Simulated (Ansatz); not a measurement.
# Dielectric response of GaN (10-10) films, part 4 of 5

How well do thin wurtzite GaN (10-10) films screen a perpendicular field?

Ansatz 0.2.0; plane-wave DFT, PBE, Ansatz PAW (the session's first sound run).

So far, ionisation energy, upper face (eV): step 2 (relaxing the film, 12 atoms, units 3) 5.67; step 3 (the relaxed film, single point, 12 atoms, units 3) 5.67; step 10 (relaxing the film, 16 atoms, units 4) 5.66; step 11 (single point on the relaxed film, 16 atoms, units 4) 5.66; step 15 (relaxing the film, 24 atoms, units 6) 5.68.

### Step 16. The series together

Times are for 4 threads of Arm Neoverse V1, shared host. The runs compared:

| no. | units | gap by band count (eV) | ionisation energy, upper face (eV) | electron affinity, upper face (eV) | time | memory (GiB) |
| --- | --- | --- | --- | --- | --- | --- |
| 1 | 3 | 1.513 | 5.672 | 4.159 | 1.7 min | 1.0 |
| 2 | 4 | 1.481 | 5.663 | 4.182 | 2.7 min | 1.3 |
| 3 | 6 | 1.528 | 5.682 | 4.154 | 6.2 min | 2.0 |

The valence density, planar mean (3) oscillates, so the rows of the table below give means over windows of 0.5 Å about each position, cut where the curve ends. Its maxima inside the range that stand out by 2 % of the span (Å: e/Å³): 9.24: 1.57, 9.78: 1.57, 11.82: 1.47, 12.63: 1.47, 14.67: 1.57, 15.21: 1.57. Its minima: 9.51: 1.47, 10.86: 0.178, 12.22: 0.936, 13.58: 0.178, 14.94: 1.47.

The runs together. Valence density, planar mean against z; means over each step:

| z (Å) | 3 (e/Å³) | 4 (e/Å³) | 6 (e/Å³) |
| --- | --- | --- | --- |
| 5.5 | 5.5e-5 | 6.1e-5 | 6.9e-5 |
| 6.0 | 2.2e-4 | 2.4e-4 | 2.6e-4 |
| 6.5 | 8.9e-4 | 9.5e-4 | 0.00108 |
| 7.0 | 0.00367 | 0.00397 | 0.00452 |
| 7.5 | 0.0157 | 0.0171 | 0.0194 |
| 8.0 | 0.0733 | 0.0799 | 0.0891 |
| 8.5 | 0.312 | 0.337 | 0.374 |
| 9.0 | 1.07 | 1.11 | 1.18 |
| 9.5 | 1.53 | 1.49 | 1.48 |
| 10.0 | 1.04 | 1.02 | 0.932 |
| 10.5 | 0.284 | 0.282 | 0.259 |
| 11.0 | 0.225 | 0.242 | 0.263 |
| 11.5 | 0.807 | 0.873 | 0.955 |
| 12.0 | 1.22 | 1.15 | 1.10 |
| 12.5 | 1.26 | 1.22 | 1.23 |
| 13.0 | 0.694 | 0.715 | 0.659 |
| 13.5 | 0.212 | 0.223 | 0.222 |
| 14.0 | 0.315 | 0.396 | 0.458 |
| 14.5 | 1.15 | 1.20 | 1.23 |
| 15.0 | 1.52 | 1.04 | 0.969 |
| 15.5 | 0.969 | 1.20 | 1.18 |
| 16.0 | 0.265 | 0.385 | 0.379 |
| 16.5 | 0.0623 | 0.206 | 0.236 |
| 17.0 | 0.0136 | 0.596 | 0.806 |
| 17.5 | 0.00307 | 1.44 | 1.15 |
| 18.0 | 7.6e-4 | 1.39 | 1.12 |
| 18.5 | 1.9e-4 | 0.588 | 0.882 |
| 19.0 | 4.7e-5 | 0.146 | 0.245 |
| 19.5 | 1.2e-5 | 0.0322 | 0.348 |
| 20.0 | 3.2e-6 | 0.00729 | 1.14 |
| 20.5 | 0 | 0.00171 | 1.02 |
| 21.0 | 0 | 4.3e-4 | 1.23 |
| 21.5 | 0 | 1.1e-4 | 0.488 |
| 22.0 | 0 | 2.7e-5 | 0.202 |
| 22.5 | 0 | 7.1e-6 | 0.504 |
| 23.0 | 0 | 1.7e-6 | 1.37 |
| 23.5 | 0 | 0 | 1.44 |
| 24.0 | 0 | 0 | 0.687 |

### Step 17. The relaxed film, single point, 24 atoms, units 6

The next thickness, treated alike, so that differences show the interior and the faces cancel.

Input file input.yaml:

```yaml
crystal:
  lattice:
    - [3.19, 0.0, 0.0]
    - [0.0, 5.19, 0.0]
    - [0.0, 0.0, 32.7339788697]
  atoms:
    - { symbol: Ga, position: [0.0, 0.0294636361, 0.2798187718] }
    - { symbol: "N", position: [0.0, 0.3771084317, 0.2713645363] }
    - { symbol: Ga, position: [0.5, 0.4935717487, 0.2970192602] }
    - { symbol: "N", position: [0.5, 0.8705571763, 0.2999210353] }
    - { symbol: Ga, position: [0.5, 0.000977767, 0.3585900135] }
    - { symbol: "N", position: [0.5, 0.3766424317, 0.3568382634] }
    - { symbol: Ga, position: [0.0, 0.49480698, 0.3853078973] }
    - { symbol: "N", position: [0.0, 0.8742127414, 0.3861281368] }
    - { symbol: Ga, position: [0.0, -0.0023057332, 0.443154445] }
    - { symbol: "N", position: [0.0, 0.3753116308, 0.4426444105] }
    - { symbol: Ga, position: [0.5, 0.4967085967, 0.4713561736] }
    - { symbol: "N", position: [0.5, 0.8749445608, 0.4717196449] }
    - { symbol: Ga, position: [0.5, -0.0032914018, 0.5286438275] }
    - { symbol: "N", position: [0.5, 0.3749445622, 0.5282803565] }
    - { symbol: Ga, position: [0.0, 0.4976942705, 0.556845556] }
    - { symbol: "N", position: [0.0, 0.8753116342, 0.5573555908] }
    - { symbol: Ga, position: [0.0, -0.0051930112, 0.6146921036] }
    - { symbol: "N", position: [0.0, 0.3742127486, 0.613871863] }
    - { symbol: Ga, position: [0.5, 0.500977776, 0.6414099859] }
    - { symbol: "N", position: [0.5, 0.8766424383, 0.6431617359] }
    - { symbol: Ga, position: [0.5, -0.0064282452, 0.7029807389] }
    - { symbol: "N", position: [0.5, 0.3705571817, 0.700078963] }
    - { symbol: Ga, position: [0.0, 0.5294636404, 0.7201812279] }
    - { symbol: "N", position: [0.0, 0.8771084384, 0.7286354624] }
kpoints:
  mp_grid: { grid: [8, 6, 1] }
hamiltonian:
  xc: pbe
scf:
  occupations: { method: fixed }
  convergence: { dr2_threshold: 1.0e-09 }
efield:
  axis: 3
  dipole_correction: true
  ramp_position: 0.97
  ramp_width: 0.06
output:
  eigenvalues: true
  dos: { projected: true, e_range: [-7, 7] }
  write_potential: true
  write_density: true
  volumetric_format: npy
checkpoint:
  write: end6.run
  compress: false
  write_wavefunctions: false
```

Run with:

```console
$ ansatz run input.yaml --threads 4 --pin off --max-ram 12288MiB --backend cpu --events-out ev --progress --plain --runs-dir out
```

Numbers of over 12 decimals in the logs are rounded to 6 here.

Output:

```text
[...]
Crystal: 24 atoms, lattice volume = 541.947 Å³
Basis set: ecut = 420 eV, 10611 PW (Γ)
Bands: 132, of which v1, the nominal top of the filled ones, is band 108 counted from 1 (107 counted from 0)
Symmetry: 2 space group operations
k-points: 20 of 48 (time reversal used)
[...]
k-point 0: bands = [... 104 lower, 2.0119, 2.0441, 2.0962, 2.1363, 3.6638, 4.0683, 5.0170, 5.8753, ... 20 higher]
  k-point 1: bands = [... 104 lower, 1.9286, 1.9600, 2.0048, 2.0536, 4.2413, 4.4313, 5.2732, 5.9616, ... 20 higher]
  k-point 2: bands = [... 104 lower, 1.7912, 1.8503, 1.9330, 1.9727, 4.9058, 4.9522, 5.9055, 6.1809, ... 20 higher]
  k-point 19: bands = [... 104 lower, 0.4827, 0.4827, 1.7040, 1.7040, 5.3671, 5.3671, 6.5711, 6.5711, ... 20 higher]
[key lines of the parts left out:]
SCF converged after 11 iterations
Free energy (F): -50011.630439 eV
Fermi energy:    2.136271 eV
Dipole field:    D = 0.000000 V/Å  (p = 0.000000 e·Å, saw-weighted, corrected)
Work function:   Φ+ = 5.6817 eV   Φ− = 5.6817 eV
```

Wall time 88 s (4 threads of Arm Neoverse V1, shared host); peak memory 2.5 GiB; 5.8 min of CPU time.

Running mean over 2.763 Å of the planar mean; the ramp of the sawtooth is left out. Electron's electrostatic potential energy less the highest filled level against z:

| z (Å) | electron's electrostatic potential energy less the highest filled level (eV) |
| --- | --- |
| 3.5 | 5.68 |
| 4.0 | 5.68 |
| 4.5 | 5.68 |
| 5.0 | 5.68 |
| 5.5 | 5.67 |
| 6.0 | 5.65 |
| 6.5 | 5.54 |
| 7.0 | 5.06 |
| 7.5 | 3.38 |
| 8.0 | 0.868 |
| 8.5 | -1.78 |
| 9.0 | -3.63 |
| 9.5 | -4.32 |
| 10.0 | -4.62 |
| 10.5 | -4.62 |
| 11.0 | -4.43 |
| 11.5 | -4.27 |
| 12.0 | -4.40 |
| 12.5 | -4.45 |
| 13.0 | -4.39 |
| 13.5 | -4.36 |
| 14.0 | -4.33 |
| 14.5 | -4.39 |
| 15.0 | -4.45 |
| 15.5 | -4.40 |
| 16.0 | -4.34 |
| 16.5 | -4.34 |
| 17.0 | -4.36 |
| 17.5 | -4.44 |
| 18.0 | -4.43 |
| 18.5 | -4.35 |
| 19.0 | -4.35 |
| 19.5 | -4.37 |
| 20.0 | -4.42 |
| 20.5 | -4.44 |
| 21.0 | -4.32 |
| 21.5 | -4.32 |
| 22.0 | -4.55 |
| 22.5 | -4.65 |
| 23.0 | -4.50 |
| 23.5 | -4.04 |
| 24.0 | -2.82 |
| 24.5 | -0.388 |
| 25.0 | 2.25 |
| 25.5 | 4.43 |
| 26.0 | 5.40 |
| 26.5 | 5.61 |
| 27.0 | 5.66 |
| 27.5 | 5.68 |
| 28.0 | 5.68 |
| 28.5 | 5.68 |
| 29.0 | 5.68 |
| 29.5 | 5.68 |

The gap is 1.53 eV, with the valence edge 5.68 eV and the conduction edge 4.15 eV under the upper vacuum level.

### Step 18. Single point, 24 atoms, units 6, field 0.1 V/Å

Changes to input.yaml since step 17:

```diff
@@ -36,3 +36,3 @@
   occupations: { method: fixed }
-  convergence: { dr2_threshold: 1.0e-09 }
+  convergence: { dr2_threshold: 1.0e-10 }
 efield:
@@ -42,5 +42,4 @@
   ramp_width: 0.06
+  amplitude: 0.1
 output:
-  eigenvalues: true
-  dos: { projected: true, e_range: [-7, 7] }
   write_potential: true
@@ -48,5 +47 @@
   volumetric_format: npy
-checkpoint:
-  write: end6.run
-  compress: false
-  write_wavefunctions: false
```

Output:

```text
[...]
Crystal: 24 atoms, lattice volume = 541.947 Å³
Basis set: ecut = 420 eV, 10611 PW (Γ)
Bands: 132, of which v1, the nominal top of the filled ones, is band 108 counted from 1 (107 counted from 0)
Symmetry: 2 space group operations
k-points: 20 of 48 (time reversal used)
[...]
k-point 0: bands = [... 104 lower, 1.9572, 2.0316, 2.1128, 2.2113, 3.6439, 4.0834, 5.0160, 5.8730, ... 20 higher]
  k-point 1: bands = [... 104 lower, 1.8568, 1.9457, 2.0401, 2.1237, 4.1955, 4.4723, 5.2713, 5.9584, ... 20 higher]
  k-point 2: bands = [... 104 lower, 1.7353, 1.8516, 1.9164, 2.0560, 4.8018, 5.0531, 5.8978, 6.1582, ... 20 higher]
  k-point 19: bands = [... 104 lower, 0.5447, 0.5491, 1.5850, 1.8224, 5.2514, 5.4810, 6.5518, 6.5769, ... 20 higher]
[key lines of the parts left out:]
SCF converged after 15 iterations
Free energy (F): -50011.637105 eV
Fermi energy:    2.211298 eV
Dipole field:    D = 0.044520 V/Å  (p = 0.133336 e·Å, saw-weighted, corrected)
```

Wall time 1.7 min (4 threads); peak memory 2.5 GiB; 6.6 min of CPU time.

The dipole is 0.133 e·Å, and the gap on the mesh 1.433 eV.

### Step 19. Single point, 24 atoms, units 6, field -0.1 V/Å

Changes to input.yaml since step 18:

```diff
@@ -42,3 +42,3 @@
   ramp_width: 0.06
-  amplitude: 0.1
+  amplitude: -0.1
 output:
```

Output:

```text
[...]
Crystal: 24 atoms, lattice volume = 541.947 Å³
Basis set: ecut = 420 eV, 10611 PW (Γ)
Bands: 132, of which v1, the nominal top of the filled ones, is band 108 counted from 1 (107 counted from 0)
Symmetry: 2 space group operations
k-points: 20 of 48 (time reversal used)
[...]
k-point 0: bands = [... 104 lower, 1.9572, 2.0316, 2.1128, 2.2113, 3.6439, 4.0834, 5.0160, 5.8730, ... 20 higher]
  k-point 1: bands = [... 104 lower, 1.8568, 1.9457, 2.0401, 2.1237, 4.1955, 4.4723, 5.2713, 5.9584, ... 20 higher]
  k-point 2: bands = [... 104 lower, 1.7353, 1.8516, 1.9164, 2.0560, 4.8018, 5.0531, 5.8978, 6.1582, ... 20 higher]
  k-point 19: bands = [... 104 lower, 0.5447, 0.5491, 1.5850, 1.8224, 5.2514, 5.4810, 6.5518, 6.5769, ... 20 higher]
[key lines of the parts left out:]
SCF converged after 15 iterations
Free energy (F): -50011.637105 eV
Fermi energy:    2.211299 eV
Dipole field:    D = -0.044520 V/Å  (p = -0.133336 e·Å, saw-weighted, corrected)
```

Elapsed: 1.7 min, on 4 threads; peak memory 2.5 GiB.

The dipole is -0.133 e·Å, and the gap on the mesh 1.433 eV.

### Step 20. Response with the atoms held, 24 atoms, units 6

This step: plane-wave DFT, PBE, Ansatz PAW; response to a field along the normal, atoms held (Ansatz 0.2.0).

Local field over the applied field, running mean. From the potentials at -0.1 and 0.1 V/Å; running mean over 2.763 Å, taken twice. The local field over applied field by z:

| z (Å) | local field over applied field |
| --- | --- |
| 4.0 | 0.998 |
| 4.5 | 0.994 |
| 5.0 | 0.985 |
| 5.5 | 0.965 |
| 6.0 | 0.924 |
| 6.5 | 0.856 |
| 7.0 | 0.761 |
| 7.5 | 0.642 |
| 8.0 | 0.512 |
| 8.5 | 0.389 |
| 9.0 | 0.287 |
| 9.5 | 0.215 |
| 10.0 | 0.173 |
| 10.5 | 0.154 |
| 11.0 | 0.151 |
| 11.5 | 0.153 |
| 12.0 | 0.156 |
| 12.5 | 0.159 |
| 13.0 | 0.161 |
| 13.5 | 0.162 |
| 14.0 | 0.164 |
| 14.5 | 0.165 |
| 15.0 | 0.165 |
| 15.5 | 0.166 |
| 16.0 | 0.166 |
| 16.5 | 0.166 |
| 17.0 | 0.166 |
| 17.5 | 0.166 |
| 18.0 | 0.165 |
| 18.5 | 0.164 |
| 19.0 | 0.163 |
| 19.5 | 0.162 |
| 20.0 | 0.160 |
| 20.5 | 0.157 |
| 21.0 | 0.154 |
| 21.5 | 0.151 |
| 22.0 | 0.151 |
| 22.5 | 0.162 |
| 23.0 | 0.192 |
| 23.5 | 0.250 |
| 24.0 | 0.338 |
| 24.5 | 0.453 |
| 25.0 | 0.582 |
| 25.5 | 0.707 |
| 26.0 | 0.815 |
| 26.5 | 0.896 |
| 27.0 | 0.948 |
| 27.5 | 0.978 |
| 28.0 | 0.991 |
| 28.5 | 0.997 |

The induced dipole is that of a conductor 14.57 Å thick.

### Step 21. Field on, atoms free, 24 atoms, units 6, field 0.05 V/Å

This step: plane-wave DFT, PBE, Ansatz PAW (Ansatz 0.2.0).

The same pair of relaxations in the field for this thickness.

Changes to input.yaml since step 19:

```diff
@@ -42,3 +42,6 @@
   ramp_width: 0.06
-  amplitude: -0.1
+  amplitude: 0.05
+relax:
+  f_tol: 0.0006
+  max_steps: 70
 output:
```

Output:

```text
[...]
Crystal: 24 atoms, lattice volume = 541.947 Å³
Basis set: ecut = 420 eV, 10611 PW (Γ), exchange–correlation on 48×72×450 points (8 copies of the dense FFT grid, shifted against one another)
Bands: 132, of which v1, the nominal top of the filled ones, is band 108 counted from 1 (107 counted from 0)
Symmetry: 2 space group operations
k-points: 20 of 48 (time reversal used)
[...]
- { symbol: Ga, position: [0.0, -0.00529011, 0.614706] }
    - { symbol: N, position: [0.0, 0.374114, 0.613867] }
    - { symbol: Ga, position: [0.5, 0.500852, 0.641440] }
    - { symbol: N, position: [0.5, 0.876511, 0.643137] }
    - { symbol: Ga, position: [0.5, -0.0065644, 0.702988] }
    - { symbol: N, position: [0.5, 0.370414, 0.700078] }
    - { symbol: Ga, position: [0.0, 0.529231, 0.720229] }
    - { symbol: N, position: [0.0, 0.876909, 0.728581] }
[key lines of the parts left out:]
SCF converged after 6 iterations
Free energy (F): -50011.632312 eV
Fermi energy:    2.146174 eV
Dipole field:    D = 0.024318 V/Å  (p = 0.072832 e·Å, saw-weighted, corrected)
```

Elapsed: 3.6 min, on 4 threads; peak memory 2 GiB.

Hardly anything moved in the relaxation; the energy changed by under 0.2 meV an atom.

The relaxation took 4 steps and lowered the energy by 1.5e-4 eV; the largest force on the free atoms ends at 4.2e-4 eV/Å.

The dipole is 0.0728 e·Å, and the gap on the mesh 1.516 eV.

### Step 22. Field on, atoms free, 24 atoms, units 6, field -0.05 V/Å

The opposite sign, again from the field-free geometry; the difference of the two cancels what relaxes without a field.

Changes to input.yaml since step 21:

```diff
@@ -42,3 +42,3 @@
   ramp_width: 0.06
-  amplitude: 0.05
+  amplitude: -0.05
 relax:
```

Output:

```text
[...]
Crystal: 24 atoms, lattice volume = 541.947 Å³
Basis set: ecut = 420 eV, 10611 PW (Γ), exchange–correlation on 48×72×450 points (8 copies of the dense FFT grid, shifted against one another)
Bands: 132, of which v1, the nominal top of the filled ones, is band 108 counted from 1 (107 counted from 0)
Symmetry: 2 space group operations
k-points: 20 of 48 (time reversal used)
[...]
- { symbol: Ga, position: [0.0, -0.00511975, 0.614685] }
    - { symbol: N, position: [0.0, 0.374280, 0.613882] }
    - { symbol: Ga, position: [0.5, 0.501080, 0.641381] }
    - { symbol: N, position: [0.5, 0.876746, 0.643195] }
    - { symbol: Ga, position: [0.5, -0.00626449, 0.702979] }
    - { symbol: N, position: [0.5, 0.370725, 0.700083] }
    - { symbol: Ga, position: [0.0, 0.529741, 0.720138] }
    - { symbol: N, position: [0.0, 0.877341, 0.728693] }
[key lines of the parts left out:]
SCF converged after 6 iterations
Free energy (F): -50011.632312 eV
Fermi energy:    2.146174 eV
Dipole field:    D = -0.024318 V/Å  (p = -0.072832 e·Å, saw-weighted, corrected)
```

The job ended after 3.6 min (4 threads; peak memory 2 GiB; 14 min of CPU time).

No atom moved by 0.005 Å in the relaxation.

The relaxation took 4 steps and lowered the energy by 1.5e-4 eV; the largest force on the free atoms ends at 4.2e-4 eV/Å.

The dipole is -0.0728 e·Å, and the gap on the mesh 1.516 eV.

### Step 23. Response with the atoms relaxed, 24 atoms, units 6

This step: plane-wave DFT, PBE, Ansatz PAW; response to a field along the normal, atoms relaxed (Ansatz 0.2.0).

This step gave:

| Item | Value |
| --- | --- |
| equivalent conductor thickness p/(ε₀AE) | 15.92 Å |
| inner field over outer field | 0.09342 |
| local ε in the middle | 10.70 |

Local field over the applied field, running mean. From the potentials at -0.05 and 0.05 V/Å; running mean over 2.763 Å, taken twice. Local field over applied field against z:

| z (Å) | local field over applied field |
| --- | --- |
| 4 | 0.998 |
| 5 | 0.986 |
| 6 | 0.911 |
| 7 | 0.742 |
| 8 | 0.453 |
| 9 | 0.217 |
| 10 | 0.0844 |
| 11 | 0.0735 |
| 12 | 0.0841 |
| 13 | 0.0917 |
| 14 | 0.0920 |
| 15 | 0.0940 |
| 16 | 0.0931 |
| 17 | 0.0931 |
| 18 | 0.0933 |
| 19 | 0.0921 |
| 20 | 0.0927 |
| 21 | 0.0783 |
| 22 | 0.0754 |
| 23 | 0.0959 |
| 24 | 0.275 |
| 25 | 0.531 |
| 26 | 0.804 |
| 27 | 0.942 |
| 28 | 0.992 |

The induced dipole is that of a conductor 15.92 Å thick.

### Step 24. Electronic ε from the series

This step: plane-wave DFT, PBE, Ansatz PAW; permittivity from the thickness series, atoms held (Ansatz 0.2.0).

Each added layer adds t(1 − 1/ε) to the dipole term, so the slope against thickness gives ε without a choice of where the film ends.

Numbers from this step:

| Quantity | Value |
| --- | --- |
| slope | 0.8316 |
| intercept of the fit | 2.127 Å |
| ε of the interior | 5.939 |

Equivalent conductor thickness against distance between the outer atoms:

| distance between the outer atoms (Å) | equivalent conductor thickness (Å) |
| --- | --- |
| 6.56 | 7.58 |
| 9.36 | 9.92 |
| 14.97 | 14.6 |

By hand, from the thinnest and the thickest film: slope = (14.573 − 7.580) / (14.968 − 6.562) = 0.832, so ε = 1/(1 − 0.832) = 5.95.

### Step 25. Static ε from the series

This step: plane-wave DFT, PBE, Ansatz PAW; permittivity from the thickness series, atoms relaxed (Ansatz 0.2.0).

The same fit for the relaxed films. The nearer its slope lies to 1, the more ε hangs on small errors.

This step gave:

| Property | Result |
| --- | --- |
| slope | 0.9102 |
| intercept of the fit | 2.297 Å |
| ε of the interior | 11.13 |

The equivalent conductor thickness by distance between the outer atoms:

| distance between the outer atoms (Å) | equivalent conductor thickness (Å) |
| --- | --- |
| 6.56 | 8.27 |
| 14.97 | 15.9 |

By hand, from the thinnest and the thickest film: slope = (15.920 − 8.269) / (14.968 − 6.562) = 0.910, so ε = 1/(1 − 0.910) = 11.1. One nm of such a film has the capacitance of 3.9/11.1 = 0.35 nm of SiO₂ (its equivalent oxide thickness).

### Step 26. The bulk crystal

This step: plane-wave DFT, PBE, Ansatz PAW (Ansatz 0.2.0).

System of this step: wurtzite GaN. The structure is hexagonal, space group P6_3mc (No. 186). The conventional cell has a = 3.190 Å, b = 3.190 Å, c = 5.190 Å, α = 90.00°, β = 90.00°, γ = 120.00°. Nearest to Ga lie 4 N at 1.95 to 1.96 Å. Nearest to N lie 4 Ga at 1.95 to 1.96 Å. Farther neighbours and most contacts between anions are not listed.

Band edges are better read in the bulk than in a thin slab, where confinement and surface states shift them. The bulk run gives them against its mean potential.

Input file input.yaml:

```yaml
crystal:
  lattice:
    - [3.19, 0.0, 0.0]
    - [-1.595, 2.7626210381, 0.0]
    - [0.0, 0.0, 5.19]
  atoms:
    - { symbol: Ga, position: [0.3333333333, 0.6666666667, 0.0] }
    - { symbol: Ga, position: [0.6666666667, 0.3333333333, 0.5] }
    - { symbol: "N", position: [0.3333333333, 0.6666666667, 0.377] }
    - { symbol: "N", position: [0.6666666667, 0.3333333333, 0.877] }
kpoints:
  mp_grid: { grid: [10, 10, 6] }
  band_path: { path: [VBM, CBM], npoints: 1 }
hamiltonian:
  xc: pbe
scf:
  occupations: { method: fixed }
  convergence: { dr2_threshold: 1.0e-09 }
output:
  eigenvalues: true
checkpoint:
  write: bulk.run
  compress: false
  write_wavefunctions: false
```

Output:

```text
[...]
Crystal: 4 atoms, lattice volume = 45.738 Å³
Basis set: ecut = 420 eV, 917 PW (Γ)
Bands: 22, of which v1, the nominal top of the filled ones, is band 18 counted from 1 (17 counted from 0)
Symmetry: 12 space group operations
[...]
k-points: 56 of 600 (time reversal used)
[...]
SCF iter   1: F=—  HF=-8335.816452 eV  |F-HF|=—  |Δ(HF+E_count)|=         —  Δρ=8.47e-4  dr2=1.94e-4  ethr=1.77e-3  ⟨swp⟩=4.2  Hψ=4318  notcnv=0  defer=55
[...]
SCF iter   7: F=-8335.817181 eV  HF=-8335.817181 eV  |F-HF|=4.24e-10  |Δ(HF+E_count)|=   5.76e-9  Δρ=1.65e-6  dr2=8.89e-10  ethr=2.78e-12  ⟨swp⟩=2.5  Hψ=4423  notcnv=0
SCF 1 converged in 7 iterations: F = -8335.817181 eV  dr2 = 8.89e-10
[...]
SCF converged after 7 iterations
Free energy (F): -8335.817181 eV
[...]
Internal energy: -8335.817181 eV  (E = F + TS)
E sigma→0 (E₀):  -8335.817181 eV
Fermi energy:    9.676140 eV
[...]
--- Band table (eV; the first three rows and the last of 56) ---
  k-point 0: bands = [... 14 lower, 8.6430, 9.6451, 9.6761, 9.6761, 11.5770, 13.9121, 18.8704, 19.5637]
  k-point 1: bands = [... 14 lower, 8.7094, 8.8337, 9.6038, 9.6038, 12.2625, 13.9676, 18.6769, 19.5957]
  k-point 2: bands = [... 14 lower, 8.8922, 8.8922, 9.4084, 9.4084, 13.2583, 14.0578, 18.2758, 18.7119]
  k-point 55: bands = [... 14 lower, 5.6602, 5.6602, 8.1880, 8.1880, 15.8952, 15.8952, 17.2352, 17.2352]
```

Run time: 2.7 s. Hardware: 4 threads; peak memory 0.37 GiB.

This step gave:

```yaml
gap_on_the_k_mesh: 1.901 eV
gap_along_the_path: 1.901 eV
smallest_direct_gap_along_the_path: 1.901 eV
gap_the_smaller_of_path_and_mesh: 1.901 eV
```

The gap is 1.90 eV.

[end of part 4 of 5]

[Logs are printed without paths, hosts, clocks, repeated set-up lines and the standing remarks that a program may print on its own settings, such as how far it seeks lower states.]

[Hosts, paths, dates, database ids (printed as entryN), source tags and the programs' standing remarks are cut or masked in the printed files.]

[Maps of the electrostatic potential energy from Ansatz leave out the sawtooth potential of an applied field or a dipole correction, so their vacuum need not be flat; planar profiles and work functions include it.]
